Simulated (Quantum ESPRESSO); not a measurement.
# GaP (F-43m): how pressure shifts the optical phonon

Aim: the Grüneisen parameter and the pressure coefficient of an optical mode of GaP (F-43m).

Program: Quantum ESPRESSO 7.5. Level of theory: DFT LDA, scalar-relativistic, plane waves, GBRV ultrasoft pseudopotentials. Results are calculated unless marked as measured.

## 1. Set-up

Symmetry: F-43m, No. 216, cubic system. The conventional cell has a = 5.388 Å, b = 5.388 Å, c = 5.388 Å, α = 90.00°, β = 90.00°, γ = 90.00°. Ga has 4 P at 2.33 Å nearest. Nearest to P lie 4 Ga at 2.33 Å. Farther neighbours are not listed.

Structure file:

```xyz
2
Lattice="-2.6942 0.0000 2.6942 0.0000 2.6942 2.6942 -2.6942 2.6942 0.0000" Properties=species:S:1:pos:R:3 pbc="T T T"
Ga    0.0000    0.0000    0.0000
P    -1.3471    1.3471    1.3471
```

This is the cell after its relaxation at this level of theory, not the database cell from which that began.

## 2. Runs at several volumes

The relaxed cell is scaled uniformly; in this structure symmetry fixes all atoms, so nothing has to be relaxed anew. Each volume gets a ground state and a response at Γ. The mode followed is the highest one without the macroscopic field, of symmetry T2; longitudinal polar modes lie higher. Cutoff 55 Ry, k mesh 8×8×8.

From the response at V/V₀ = 0.94:

Log:

```text
[banners, grids, parts of the stress and lines that vanish by symmetry left out]
Program PHONON v.7.5
     Reading xml data from directory:

[...]
Exchange-correlation= PZ
                           (   1   1   0   0   0   0   0)
[...]
kinetic-energy cut-off    =      55.0000  Ry
     charge density cut-off    =     440.0000  Ry
     convergence threshold     =      1.0E-18
[...]
Exchange-correlation= PZ
                           (   1   1   0   0   0   0   0)
[...]
q = (   0.0000000   0.0000000   0.0000000 )
     25 Sym.Ops. (with q -> -q+G )
     G cutoff =  554.4595  (  38781 G-vectors)     FFT grid: ( 48, 48, 48)
     G cutoff =  277.2297  (  13635 G-vectors)  smooth grid: ( 36, 36, 36)
     number of k points=    29
[...]
Mode symmetry, T_d (-43m)  point group:
[...]
Dielectric constant
[...]
End of electric fields calculation
          Dielectric constant in cartesian axis
          (      10.998904742       0.000000000       0.000000000 )
          (       0.000000000      10.998904742       0.000000000 )
          (      -0.000000000      -0.000000000      10.998904742 )
          Effective charges (d Force / dE) in cartesian axis without acoustic sum rule applied (asr)
           atom    1  Ga    Mean Z*:        1.93893
      Ex  (        1.93893       -0.00000        0.00000 )
      Ey  (        0.00000        1.93893       -0.00000 )
      Ez  (       -0.00000       -0.00000        1.93893 )
           atom    2  P     Mean Z*:       -2.05897
      Ex  (       -2.05897        0.00000       -0.00000 )
      Ey  (        0.00000       -2.05897        0.00000 )
      Ez  (       -0.00000        0.00000       -2.05897 )
          Effective charges Sum: Mean:       -0.12004
[...]
Effective charges (d Force / dE) in cartesian axis with asr applied:
           atom    1  Ga    Mean Z*:        1.99895
[...]
atom    2  P     Mean Z*:       -1.99895
[...]
Representation #   1 modes #   1   2   3
[...]
End of self-consistent calculation
     Convergence has been achieved
     Representation #   2 modes #   4   5   6
[...]
End of self-consistent calculation
     Convergence has been achieved
[...]
Dielectric constant in cartesian axis
          (      10.998904742       0.000000000       0.000000000 )
          (       0.000000000      10.998904742       0.000000000 )
          (      -0.000000000      -0.000000000      10.998904742 )
          Effective charges (d Force / dE) in cartesian axis without acoustic sum rule applied (asr)
           atom    1  Ga    Mean Z*:        1.93893
      Ex  (        1.93893       -0.00000        0.00000 )
      Ey  (        0.00000        1.93893       -0.00000 )
      Ez  (       -0.00000       -0.00000        1.93893 )
           atom    2  P     Mean Z*:       -2.05897
      Ex  (       -2.05897        0.00000       -0.00000 )
      Ey  (        0.00000       -2.05897        0.00000 )
      Ez  (       -0.00000        0.00000       -2.05897 )
          Effective charges Sum: Mean:       -0.12004
[...]
Effective charges (d Force / dE) in cartesian axis with asr applied:
           atom    1  Ga    Mean Z*:        1.99895
[...]
atom    2  P     Mean Z*:       -1.99895
[...]
q = (    0.000000000   0.000000000   0.000000000 )
[...]
freq (    1) =      -0.258412 [THz] =      -8.619683 [cm-1]
     freq (    2) =      -0.258412 [THz] =      -8.619683 [cm-1]
     freq (    3) =      -0.258412 [THz] =      -8.619683 [cm-1]
     freq (    4) =      11.818592 [THz] =     394.225811 [cm-1]
     freq (    5) =      11.818592 [THz] =     394.225811 [cm-1]
     freq (    6) =      11.818592 [THz] =     394.225811 [cm-1]
[...]
Mode symmetry, T_d (-43m)  point group:
     freq (   1-   3) =         -8.6  [cm-1]   --> T_2  G_15 P_4   I+R
     freq (   4-   6) =        394.2  [cm-1]   --> T_2  G_15 P_4   I+R

   JOB DONE.
```

One volume, V/V₀ = 1, is held back as a test.

```csv
V/V₀,volume (Å³/atom),pressure (GPa),ω (cm⁻¹)
0.94,18.383,6.66,394.23
0.97,18.970,3.17,379.58
1,19.557,0.21,held back
1.03,20.143,-2.31,352.79
1.06,20.730,-4.45,340.51
```

## 3. The fit

The mode Grüneisen parameter is γ = −d ln ω / d ln V.

```csv
ln(V/V₀),ln ω
-0.0619,5.9769
-0.0305,5.9391
0.0296,5.8659
0.0583,5.8304
```

A straight line through these points has the slope -1.219, so γ = 1.22; at V/V₀ = 1 it predicts ω = exp(5.9017 + 0.0000) = 365.66 cm⁻¹.

A parabola of pressure against ln V through V/V₀ = 0.97, 1 and 1.03 gives the bulk modulus B = −dP/d ln V = 91 GPa at V₀. With ω₀ from the fitted line the pressure coefficient follows as dω/dP = γ ω₀ / B = 1.22 × 365.7 / 91 = 4.89 cm⁻¹/GPa.

## 4. The run that was held back

Log:

```text
[banners, grids, parts of the stress and lines that vanish by symmetry left out]
[banner, memory and clock lines left out]
Program PHONON v.7.5

[...]
Exchange-correlation= PZ
                           (   1   1   0   0   0   0   0)
[...]
kinetic-energy cut-off    =      55.0000  Ry
     charge density cut-off    =     440.0000  Ry
     convergence threshold     =      1.0E-18
[...]
Exchange-correlation= PZ
                           (   1   1   0   0   0   0   0)
[...]
q = (   0.0000000   0.0000000   0.0000000 )
     25 Sym.Ops. (with q -> -q+G )
     G cutoff =  577.8094  (  41049 G-vectors)     FFT grid: ( 50, 50, 50)
     G cutoff =  288.9047  (  14361 G-vectors)  smooth grid: ( 36, 36, 36)
     number of k points=    29
[...]
Mode symmetry, T_d (-43m)  point group:
[...]
Dielectric constant
[...]
End of electric fields calculation
          Dielectric constant in cartesian axis
          (      11.555962520      -0.000000000       0.000000000 )
          (      -0.000000000      11.555962520       0.000000000 )
          (      -0.000000000       0.000000000      11.555962520 )
          Effective charges (d Force / dE) in cartesian axis without acoustic sum rule applied (asr)
           atom    1  Ga    Mean Z*:        2.04269
      Ex  (        2.04269        0.00000        0.00000 )
      Ey  (        0.00000        2.04269       -0.00000 )
      Ez  (        0.00000       -0.00000        2.04269 )
           atom    2  P     Mean Z*:       -2.16931
      Ex  (       -2.16931        0.00000       -0.00000 )
[...]
Representation #   1 modes #   1   2   3
[...]
End of self-consistent calculation
     Convergence has been achieved
     Representation #   2 modes #   4   5   6
[...]
End of self-consistent calculation
     Convergence has been achieved
[...]
Dielectric constant in cartesian axis
          (      11.555962520      -0.000000000       0.000000000 )
          (      -0.000000000      11.555962520       0.000000000 )
          (      -0.000000000       0.000000000      11.555962520 )
          Effective charges (d Force / dE) in cartesian axis without acoustic sum rule applied (asr)
           atom    1  Ga    Mean Z*:        2.04269
      Ex  (        2.04269        0.00000        0.00000 )
      Ey  (        0.00000        2.04269       -0.00000 )
      Ez  (        0.00000       -0.00000        2.04269 )
           atom    2  P     Mean Z*:       -2.16931
      Ex  (       -2.16931        0.00000       -0.00000 )
      Ey  (        0.00000       -2.16931       -0.00000 )
      Ez  (        0.00000       -0.00000       -2.16931 )
          Effective charges Sum: Mean:       -0.12662
[...]
Effective charges (d Force / dE) in cartesian axis with asr applied:
           atom    1  Ga    Mean Z*:        2.10600
[...]
atom    2  P     Mean Z*:       -2.10600
[...]
q = (    0.000000000   0.000000000   0.000000000 )
[...]
freq (    1) =      -0.183482 [THz] =      -6.120285 [cm-1]
     freq (    2) =      -0.183482 [THz] =      -6.120285 [cm-1]
     freq (    3) =      -0.183482 [THz] =      -6.120285 [cm-1]
     freq (    4) =      10.966544 [THz] =     365.804537 [cm-1]
     freq (    5) =      10.966544 [THz] =     365.804537 [cm-1]
     freq (    6) =      10.966544 [THz] =     365.804537 [cm-1]
[...]
Mode symmetry, T_d (-43m)  point group:
     freq (   1-   3) =         -6.1  [cm-1]   --> T_2  G_15 P_4   I+R
     freq (   4-   6) =        365.8  [cm-1]   --> T_2  G_15 P_4   I+R
```

It gives 365.80 cm⁻¹ against the predicted 365.66 cm⁻¹, a miss of 0.1 cm⁻¹.

## 5. Outcome

| Item | Value |
| --- | --- |
| mode Grüneisen parameter | 1.219 |
| bulk modulus | 91.2 GPa |
| pressure coefficient | 4.89 cm⁻¹/GPa |

**Reading.** The highest optical mode of GaP (F-43m) without the LO-TO term stiffens by 4.89 cm⁻¹ a GPa near the relaxed volume, with γ = 1.22. The power law meets all 5 runs within 0.04 %; between neighbouring volumes γ runs from 1.21 to 1.23. Such a coefficient turns a measured shift of this mode into a hydrostatic stress; uniaxial or biaxial stress splits the mode and needs deformation potentials. These are harmonic values at zero temperature for the structure held cubic, which a run at Γ can't show to be stable; the bulk modulus rests on three points.

[Host names and launcher messages were left out of these logs when they were recorded.]

[Logs are printed without paths, hosts, clocks, repeated set-up lines and the standing remarks that a program may print on its own settings, such as how far it seeks lower states.]

[Hosts, paths, dates, database ids (printed as entryN), source tags and the programs' standing remarks are cut or masked in the printed files.]
